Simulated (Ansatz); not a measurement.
# Ti(0001) with 2 thermally displaced layers, 2x2: scattering by thermal displacements, part 2 of 2

How much do lattice vibrations at 800 K scatter the electrons of Ti? Layers with random displacements are laid between perfect leads, and the resistance is followed against their length.

Ansatz 0.2.0; Ansatz plane-wave DFT, PBE, PAW files; ballistic transport by layer matching (Landauer), zero bias; PAW set soft_1.

So far, open channels per spin nearest the Fermi level: step 2 (with 2 displaced layers) 2.66.

## 3. With 6 displaced layers

Each atom of 6 layers is moved at random, by amounts drawn from a normal law 0.1179 Å wide in each direction from the Debye model (420 K) at 800 K. A fresh draw is used; the growth of the resistance with length is what counts.

System of this step: Ti(0001) with 6 thermally displaced layers, 2x2. The cell holds 64 atoms: 64 Ti. Cell: a = 5.900 Å, b = 5.900 Å, c = 37.488 Å, α = 90.0°, β = 90.0°, γ = 120.0°. It derives from Ti. Regions: lead, 40 atoms (40 Ti); scattering region, 24 atoms (24 Ti). The structure is stacked along c, and the current runs across the ab planes.

Contents of input.yaml:

```yaml
crystal:
  lattice:
    - [5.9, 0.0, 0.0]
    - [-2.95, 5.1095498823, 0.0]
    - [0.0, 0.0, 37.488]
  atoms:
    - { symbol: Ti, position: [0.1666666667, 0.3333333333, 0.03125] }
    - { symbol: Ti, position: [0.1666666667, 0.8333333333, 0.03125] }
    - { symbol: Ti, position: [0.6666666667, 0.3333333333, 0.03125] }
    - { symbol: Ti, position: [0.6666666667, 0.8333333333, 0.03125] }
    - { symbol: Ti, position: [0.3333333333, 0.1666666667, 0.09375] }
    - { symbol: Ti, position: [0.3333333333, 0.6666666667, 0.09375] }
    - { symbol: Ti, position: [0.8333333333, 0.1666666667, 0.09375] }
    - { symbol: Ti, position: [0.8333333333, 0.6666666667, 0.09375] }
    - { symbol: Ti, position: [0.1666666667, 0.3333333333, 0.15625] }
    - { symbol: Ti, position: [0.1666666667, 0.8333333333, 0.15625] }
    - { symbol: Ti, position: [0.6666666667, 0.3333333333, 0.15625] }
    - { symbol: Ti, position: [0.6666666667, 0.8333333333, 0.15625] }
    - { symbol: Ti, position: [0.3333333333, 0.1666666667, 0.21875] }
    - { symbol: Ti, position: [0.3333333333, 0.6666666667, 0.21875] }
    - { symbol: Ti, position: [0.8333333333, 0.1666666667, 0.21875] }
    - { symbol: Ti, position: [0.8333333333, 0.6666666667, 0.21875] }
    - { symbol: Ti, position: [0.1666666667, 0.3333333333, 0.28125] }
    - { symbol: Ti, position: [0.1666666667, 0.8333333333, 0.28125] }
    - { symbol: Ti, position: [0.6666666667, 0.3333333333, 0.28125] }
    - { symbol: Ti, position: [0.6666666667, 0.8333333333, 0.28125] }
    - { symbol: Ti, position: [0.3524670196, 0.1688353759, 0.3414123065] }
    - { symbol: Ti, position: [0.3096398119, 0.6561076838, 0.3444423325] }
    - { symbol: Ti, position: [0.8107507314, 0.1618413298, 0.3432493683] }
    - { symbol: Ti, position: [0.846614146, 0.6716185, 0.3448673548] }
    - { symbol: Ti, position: [0.1521096335, 0.3303433597, 0.408714958] }
    - { symbol: Ti, position: [0.1819798239, 0.8042887597, 0.4110100449] }
    - { symbol: Ti, position: [0.7025660598, 0.3513569039, 0.4070814954] }
    - { symbol: Ti, position: [0.6772122557, 0.8669674755, 0.4124133999] }
    - { symbol: Ti, position: [0.3844946465, 0.1970039502, 0.4698736674] }
    - { symbol: Ti, position: [0.3091424306, 0.6665639171, 0.4708140737] }
    - { symbol: Ti, position: [0.8121521354, 0.1757814835, 0.4701015677] }
    - { symbol: Ti, position: [0.833580896, 0.6393510103, 0.4666694897] }
    - { symbol: Ti, position: [0.1444549536, 0.3063479249, 0.5367188812] }
    - { symbol: Ti, position: [0.160553864, 0.8409221223, 0.530437002] }
    - { symbol: Ti, position: [0.7135302245, 0.3637918924, 0.533241373] }
    - { symbol: Ti, position: [0.6232455349, 0.8345335563, 0.5333996307] }
    - { symbol: Ti, position: [0.3462632101, 0.1524125662, 0.599478727] }
    - { symbol: Ti, position: [0.2993238669, 0.6514063019, 0.596689963] }
    - { symbol: Ti, position: [0.8574092896, 0.2128585743, 0.5943427378] }
    - { symbol: Ti, position: [0.816328634, 0.6579568968, 0.590319243] }
    - { symbol: Ti, position: [0.1484127277, 0.3478758909, 0.6580772884] }
    - { symbol: Ti, position: [0.1838253244, 0.8159258173, 0.6615608535] }
    - { symbol: Ti, position: [0.6790848036, 0.3696523461, 0.6548892445] }
    - { symbol: Ti, position: [0.6548544098, 0.8390954715, 0.6594930715] }
    - { symbol: Ti, position: [0.3333333333, 0.1666666667, 0.71875] }
    - { symbol: Ti, position: [0.3333333333, 0.6666666667, 0.71875] }
    - { symbol: Ti, position: [0.8333333333, 0.1666666667, 0.71875] }
    - { symbol: Ti, position: [0.8333333333, 0.6666666667, 0.71875] }
    - { symbol: Ti, position: [0.1666666667, 0.3333333333, 0.78125] }
    - { symbol: Ti, position: [0.1666666667, 0.8333333333, 0.78125] }
    - { symbol: Ti, position: [0.6666666667, 0.3333333333, 0.78125] }
    - { symbol: Ti, position: [0.6666666667, 0.8333333333, 0.78125] }
    - { symbol: Ti, position: [0.3333333333, 0.1666666667, 0.84375] }
    - { symbol: Ti, position: [0.3333333333, 0.6666666667, 0.84375] }
    - { symbol: Ti, position: [0.8333333333, 0.1666666667, 0.84375] }
    - { symbol: Ti, position: [0.8333333333, 0.6666666667, 0.84375] }
    - { symbol: Ti, position: [0.1666666667, 0.3333333333, 0.90625] }
    - { symbol: Ti, position: [0.1666666667, 0.8333333333, 0.90625] }
    - { symbol: Ti, position: [0.6666666667, 0.3333333333, 0.90625] }
    - { symbol: Ti, position: [0.6666666667, 0.8333333333, 0.90625] }
    - { symbol: Ti, position: [0.3333333333, 0.1666666667, 0.96875] }
    - { symbol: Ti, position: [0.3333333333, 0.6666666667, 0.96875] }
    - { symbol: Ti, position: [0.8333333333, 0.1666666667, 0.96875] }
    - { symbol: Ti, position: [0.8333333333, 0.6666666667, 0.96875] }
kpoints:
  mp_grid: { grid: [4, 4, 1] }
hamiltonian:
  xc: pbe
  pseudopotentials: { kind: paw, azcp: { folder: soft_1 } }
scf:
  occupations: { method: fermi_dirac, width: 0.1 }
output:
  transmission: { leads: [[0, 8]], kmesh: [8, 8], e_range: [-0.05, 0.05], de: 0.05 }
  write_potential: true
  write_density: true
  volumetric_format: npy
```

The run is started by

```sh
ansatz run input.yaml --threads 4 --pin off --max-ram 15360MiB --backend cpu --events-out ev --progress --plain --runs-dir out
```

Numbers of over 12 decimals in the logs are rounded to 6 here.

The program printed:

```text
[...]
Crystal: 64 atoms, lattice volume = 1130.126 Å³
Basis set: ecut = 420 eV, 21905 PW (Γ)
Bands: 461, of which v1, the nominal top of the filled ones, is band 384 counted from 1 (383 counted from 0)
Symmetry: 1 space group operations
[...]
k-points: 10 of 16 (time reversal used)
[...]
SCF iter   1: F=—  HF=-159991.366943 eV  |F-HF|=—  |Δ(HF+E_count)|=         —  Δρ=6.09e-2  dr2=1.42e2  ethr=3.10e-3  ⟨swp⟩=7.0  Hψ=16913  notcnv=0
[...]
SCF iter  10: F=-159977.146848 eV  HF=-159977.146848 eV  |F-HF|=1.69e-8  |Δ(HF+E_count)|=   3.68e-8  Δρ=9.55e-7  dr2=2.16e-8  ethr=1.30e-11  ⟨swp⟩=8.6  Hψ=10650  notcnv=0
SCF 1 converged in 10 iterations: F = -159977.146848 eV  dr2 = 2.16e-8
[...]
transmission: 168 of 1598 steps passed
transmission: 327 of 1598 steps passed
[...]
transmission: 1598 of 1598 steps passed
SCF converged after 10 iterations
Free energy (F): -159977.146848 eV
[...]
Internal energy: -159974.508762 eV  (E = F + TS)
E sigma→0 (E₀):  -159975.827805 eV
Entropy (-TS):   -2.638086 eV (-41.220 meV/atom)
Fermi energy:    12.982702 eV
[...]
--- Band table (eV; the first three rows and the last of 10) ---
  k-point 0: bands = [... 380 lower, 13.4936, 13.5039, 13.5184, 13.5245, 13.5325, 13.5449, 13.5625, 13.5697, ... 73 higher]
  k-point 1: bands = [... 380 lower, 13.1525, 13.2073, 13.2369, 13.2420, 13.2507, 13.2580, 13.2718, 13.2774, ... 73 higher]
  k-point 2: bands = [... 380 lower, 12.7550, 12.7995, 12.8053, 12.8202, 12.8811, 12.8958, 12.9025, 12.9228, ... 73 higher]
  k-point 9: bands = [... 380 lower, 12.7624, 12.7835, 12.7936, 12.8178, 12.8585, 12.8867, 12.9010, 12.9230, ... 73 higher]
--- Transmission ---
  basis      : 253 plane waves across, 47 finite elements along
  points     : 34, standing for a mesh of 8 x 8
[...]
channels       : 2.656250e0 a spin
[...]
junction   : crystal 0 to crystal 0, 0.70 to 33.50 Å
    transmission   : 1.011197e0 a spin
[...]
```

Run time: 16 min. Hardware: 4 threads of Arm Neoverse V1, shared host; peak memory 9.3 GiB.

This step gave:

| Property | Result |
| --- | --- |
| free energy | -159977.1468 eV |
| energy at zero smearing | -159975.8278 eV |
| Fermi energy | 12.98 eV |
| transmission per spin nearest the Fermi level | 1.011 |
| step of the lead's potential | 6.1 meV |

Per spin. Transmission, zone mean against energy, zero at the Fermi level:

```
energy (eV)  transmission, zone mean
    -0.0500                    0.970
     0.0000                     1.01
     0.0500                     1.06
```

Over the solved energies the transmission per spin lies between 0.970 and 1.06, out of 2.71 channels of the lead on average (up to 3.22).

## 4. With 10 displaced layers

Each atom of 10 layers is moved at random, by amounts drawn from a normal law 0.1179 Å wide in each direction from the Debye model (420 K) at 800 K. A fresh draw is used; the growth of the resistance with length is what counts.

System of this step: Ti(0001) with 10 thermally displaced layers, 2x2. The cell holds 80 atoms: 80 Ti. Its edges and angles: a = 5.900 Å, b = 5.900 Å, c = 46.860 Å, α = 90.0°, β = 90.0°, γ = 120.0°. It derives from Ti. Regions: lead, 40 atoms (40 Ti); scattering region, 40 atoms (40 Ti). The structure is stacked along c, and the current runs across the ab planes.

Contents of input.yaml:

```yaml
crystal:
  lattice:
    - [5.9, 0.0, 0.0]
    - [-2.95, 5.1095498823, 0.0]
    - [0.0, 0.0, 46.86]
  atoms:
    - { symbol: Ti, position: [0.1666666667, 0.3333333333, 0.025] }
    - { symbol: Ti, position: [0.1666666667, 0.8333333333, 0.025] }
    - { symbol: Ti, position: [0.6666666667, 0.3333333333, 0.025] }
    - { symbol: Ti, position: [0.6666666667, 0.8333333333, 0.025] }
    - { symbol: Ti, position: [0.3333333333, 0.1666666667, 0.075] }
    - { symbol: Ti, position: [0.3333333333, 0.6666666667, 0.075] }
    - { symbol: Ti, position: [0.8333333333, 0.1666666667, 0.075] }
    - { symbol: Ti, position: [0.8333333333, 0.6666666667, 0.075] }
    - { symbol: Ti, position: [0.1666666667, 0.3333333333, 0.125] }
    - { symbol: Ti, position: [0.1666666667, 0.8333333333, 0.125] }
    - { symbol: Ti, position: [0.6666666667, 0.3333333333, 0.125] }
    - { symbol: Ti, position: [0.6666666667, 0.8333333333, 0.125] }
    - { symbol: Ti, position: [0.3333333333, 0.1666666667, 0.175] }
    - { symbol: Ti, position: [0.3333333333, 0.6666666667, 0.175] }
    - { symbol: Ti, position: [0.8333333333, 0.1666666667, 0.175] }
    - { symbol: Ti, position: [0.8333333333, 0.6666666667, 0.175] }
    - { symbol: Ti, position: [0.1666666667, 0.3333333333, 0.225] }
    - { symbol: Ti, position: [0.1666666667, 0.8333333333, 0.225] }
    - { symbol: Ti, position: [0.6666666667, 0.3333333333, 0.225] }
    - { symbol: Ti, position: [0.6666666667, 0.8333333333, 0.225] }
    - { symbol: Ti, position: [0.3297963537, 0.1531594785, 0.2716263738] }
    - { symbol: Ti, position: [0.3111320997, 0.6782627343, 0.2774894667] }
    - { symbol: Ti, position: [0.8176591753, 0.1418828342, 0.2771959995] }
    - { symbol: Ti, position: [0.7995292455, 0.650217357, 0.2765620722] }
    - { symbol: Ti, position: [0.1261702895, 0.3422462453, 0.3235369744] }
    - { symbol: Ti, position: [0.1679766779, 0.8315870235, 0.3255083868] }
    - { symbol: Ti, position: [0.6717875111, 0.3158389889, 0.3285742557] }
    - { symbol: Ti, position: [0.6909041744, 0.8527968599, 0.3279300312] }
    - { symbol: Ti, position: [0.3588033546, 0.1861381753, 0.3751901438] }
    - { symbol: Ti, position: [0.30327192, 0.663551398, 0.3730644076] }
    - { symbol: Ti, position: [0.807891147, 0.172628748, 0.3735699037] }
    - { symbol: Ti, position: [0.8007299624, 0.6426063451, 0.3756751607] }
    - { symbol: Ti, position: [0.1890855979, 0.3638402548, 0.4249649999] }
    - { symbol: Ti, position: [0.2036542888, 0.8656812794, 0.4278930598] }
    - { symbol: Ti, position: [0.6335849949, 0.3616770484, 0.4258542604] }
    - { symbol: Ti, position: [0.6794144824, 0.8418969401, 0.4259627651] }
    - { symbol: Ti, position: [0.3355747512, 0.1583871262, 0.470216737] }
    - { symbol: Ti, position: [0.3218870717, 0.6481258932, 0.4777169803] }
    - { symbol: Ti, position: [0.8285272383, 0.168592306, 0.4728629505] }
    - { symbol: Ti, position: [0.8229992038, 0.6664006179, 0.4712637735] }
    - { symbol: Ti, position: [0.1714502325, 0.3308864207, 0.5220175093] }
    - { symbol: Ti, position: [0.1246729247, 0.8451686033, 0.5242514744] }
    - { symbol: Ti, position: [0.6533544237, 0.3278856339, 0.5295690581] }
    - { symbol: Ti, position: [0.6666708357, 0.8353314974, 0.5212595033] }
    - { symbol: Ti, position: [0.3768259868, 0.1878316073, 0.577683706] }
    - { symbol: Ti, position: [0.3448585889, 0.6878123869, 0.5759330581] }
    - { symbol: Ti, position: [0.8438280712, 0.1631558251, 0.5712926679] }
    - { symbol: Ti, position: [0.8315693926, 0.6220303263, 0.5743964772] }
    - { symbol: Ti, position: [0.1505522255, 0.309276263, 0.6265422143] }
    - { symbol: Ti, position: [0.1576256059, 0.8232554987, 0.6263075797] }
    - { symbol: Ti, position: [0.673166417, 0.3653748197, 0.6258840297] }
    - { symbol: Ti, position: [0.6347650454, 0.7884823341, 0.6217105536] }
    - { symbol: Ti, position: [0.3544621271, 0.1654993141, 0.6742878437] }
    - { symbol: Ti, position: [0.3513675527, 0.6370780556, 0.6735268704] }
    - { symbol: Ti, position: [0.830654998, 0.1801925046, 0.6733309821] }
    - { symbol: Ti, position: [0.8025645244, 0.6296385068, 0.6768345631] }
    - { symbol: Ti, position: [0.1772769297, 0.3223441043, 0.7254108558] }
    - { symbol: Ti, position: [0.1354004851, 0.8224493789, 0.7284660178] }
    - { symbol: Ti, position: [0.6960264111, 0.3866296238, 0.7230199411] }
    - { symbol: Ti, position: [0.6760044639, 0.828823335, 0.7264232254] }
    - { symbol: Ti, position: [0.3333333333, 0.1666666667, 0.775] }
    - { symbol: Ti, position: [0.3333333333, 0.6666666667, 0.775] }
    - { symbol: Ti, position: [0.8333333333, 0.1666666667, 0.775] }
    - { symbol: Ti, position: [0.8333333333, 0.6666666667, 0.775] }
    - { symbol: Ti, position: [0.1666666667, 0.3333333333, 0.825] }
    - { symbol: Ti, position: [0.1666666667, 0.8333333333, 0.825] }
    - { symbol: Ti, position: [0.6666666667, 0.3333333333, 0.825] }
    - { symbol: Ti, position: [0.6666666667, 0.8333333333, 0.825] }
    - { symbol: Ti, position: [0.3333333333, 0.1666666667, 0.875] }
    - { symbol: Ti, position: [0.3333333333, 0.6666666667, 0.875] }
    - { symbol: Ti, position: [0.8333333333, 0.1666666667, 0.875] }
    - { symbol: Ti, position: [0.8333333333, 0.6666666667, 0.875] }
    - { symbol: Ti, position: [0.1666666667, 0.3333333333, 0.925] }
    - { symbol: Ti, position: [0.1666666667, 0.8333333333, 0.925] }
    - { symbol: Ti, position: [0.6666666667, 0.3333333333, 0.925] }
    - { symbol: Ti, position: [0.6666666667, 0.8333333333, 0.925] }
    - { symbol: Ti, position: [0.3333333333, 0.1666666667, 0.975] }
    - { symbol: Ti, position: [0.3333333333, 0.6666666667, 0.975] }
    - { symbol: Ti, position: [0.8333333333, 0.1666666667, 0.975] }
    - { symbol: Ti, position: [0.8333333333, 0.6666666667, 0.975] }
kpoints:
  mp_grid: { grid: [4, 4, 1] }
hamiltonian:
  xc: pbe
  pseudopotentials: { kind: paw, azcp: { folder: soft_1 } }
scf:
  occupations: { method: fermi_dirac, width: 0.1 }
output:
  transmission: { leads: [[0, 8]], kmesh: [8, 8], e_range: [-0.05, 0.05], de: 0.05 }
  write_potential: true
  write_density: true
  volumetric_format: npy
```

The program printed:

```text
[...]
Crystal: 80 atoms, lattice volume = 1412.658 Å³
Basis set: ecut = 420 eV, 27409 PW (Γ)
Bands: 576, of which v1, the nominal top of the filled ones, is band 480 counted from 1 (479 counted from 0)
Symmetry: 1 space group operations
[...]
k-points: 10 of 16 (time reversal used)
[...]
SCF iter   1: F=—  HF=-199988.288496 eV  |F-HF|=—  |Δ(HF+E_count)|=         —  Δρ=6.14e-2  dr2=2.28e2  ethr=3.10e-3  ⟨swp⟩=7.0  Hψ=21021  notcnv=0
[...]
SCF iter  10: F=-199970.017385 eV  HF=-199970.017385 eV  |F-HF|=4.25e-8  |Δ(HF+E_count)|=   1.43e-8  Δρ=9.50e-7  dr2=4.80e-8  ethr=1.04e-11  ⟨swp⟩=8.0  Hψ=13598  notcnv=0
SCF 1 converged in 10 iterations: F = -199970.017385 eV  dr2 = 4.80e-8
[...]
transmission: 201 of 1972 steps passed
transmission: 402 of 1972 steps passed
[...]
transmission: 1972 of 1972 steps passed
SCF converged after 10 iterations
Free energy (F): -199970.017385 eV
[...]
Internal energy: -199966.665162 eV  (E = F + TS)
E sigma→0 (E₀):  -199968.341273 eV
Entropy (-TS):   -3.352223 eV (-41.903 meV/atom)
Fermi energy:    12.973090 eV
[...]
--- Band table (eV; the first three rows and the last of 10) ---
  k-point 0: bands = [... 476 lower, 13.4870, 13.5067, 13.5092, 13.5177, 13.5229, 13.5370, 13.5405, 13.5511, ... 92 higher]
  k-point 1: bands = [... 476 lower, 13.1810, 13.2016, 13.2179, 13.2290, 13.2354, 13.2433, 13.2517, 13.2640, ... 92 higher]
  k-point 2: bands = [... 476 lower, 12.7718, 12.8004, 12.8067, 12.8152, 12.8438, 12.8613, 12.8859, 12.8908, ... 92 higher]
  k-point 9: bands = [... 476 lower, 12.7672, 12.8045, 12.8157, 12.8379, 12.8497, 12.8745, 12.9052, 12.9176, ... 92 higher]
--- Transmission ---
  basis      : 253 plane waves across, 58 finite elements along
  points     : 34, standing for a mesh of 8 x 8
[...]
channels       : 2.656250e0 a spin
[...]
junction   : crystal 0 to crystal 0, 0.70 to 42.87 Å
    transmission   : 8.661789e-1 a spin
[...]
```

Elapsed: 23 min, on 4 threads; peak memory 9.3 GiB; 82 min of CPU time.

Numbers from this step:

```
free energy                                   : -199970.0174 eV
energy at zero smearing                       : -199968.3413 eV
Fermi energy                                  : 12.97 eV
transmission per spin nearest the Fermi level : 0.8662
step of the lead's potential                  : 8.7 meV
```

Per spin. Transmission, zone mean against energy, zero at the Fermi level:

```
energy (eV)  transmission, zone mean
    -0.0500                    0.919
     0.0000                    0.866
     0.0500                    0.809
```

Over the solved energies the transmission per spin lies between 0.809 and 0.919, out of 2.71 channels of the lead on average (up to 3.22).

## 5. Resistance against length

This step: Ansatz plane-wave DFT, PBE, PAW files; ballistic transport by layer matching (Landauer), zero bias; resistivity from the slope of the area resistance; PAW set soft_1 (Ansatz 0.2.0).

This step gave:

| Property | Result |
| --- | --- |
| resistivity | 124.3 µΩ cm |
| intercept | 0.3201 fΩ m² |
| scatter about the fit | 0.2384 fΩ m² |

Resistance, by row:

```
run  length (Å)       T  channels N  RA (fΩ m²)
 n2       4.686   1.793       2.708      0.7339
 n6       14.06   1.013       2.708       2.405
n10       23.43  0.8646       2.708       3.064
```

Table of area resistance by length of the displaced region:

```
length of the displaced region (Å)  area resistance (fΩ m²)
                              4.69                    0.734
                             14.06                     2.40
                             23.43                     3.06
```

The area resistance goes from 0.73 to 3.1 fΩ m² between 4.7 and 23.4 Å, a slope of 124 µΩ cm.

By hand from the end points: (3.064 − 0.7339) fΩ m² / (23.43 − 4.69) Å = 124 µΩ cm, since 1 fΩ m² per Å is 1000 µΩ cm.

## 6. Results

- resistivity from the slope: 124 µΩ cm
- area resistance over 4.69 Å: 0.734 fΩ m²
- area resistance over 14.1 Å: 2.40 fΩ m²
- area resistance over 23.4 Å: 3.06 fΩ m²

The slope gives 124 µΩ cm. The points scatter by 0.24 fΩ m² about the line, with one random draw a length in a 2x2 cell, so the slope is a rough value. The mean square of the displacements drawn is 0.73, 0.99 and 0.93 of the nominal one at the three lengths; with each resistance scaled back by that, the slope is 123 µΩ cm, the value used below. Read with a model of isotropic scattering on a spherical Fermi surface and the lead's 0.70×10¹⁵ S/m², this slope means a mean free path near 8.8 Å; over these lengths the model's slope is within 3 % of its bulk resistivity. Uncorrelated displacements put too much weight on short waves, which scatter strongly; with the sideways repeat of a small cell, one draw and three short lengths, the method is good to a factor of two or three.

[Logs are printed without paths, hosts, clocks, repeated set-up lines and the standing remarks that a program may print on its own settings, such as how far it seeks lower states.]

[Hosts, paths, dates, database ids (printed as entryN), source tags and the programs' standing remarks are cut or masked in the printed files.]
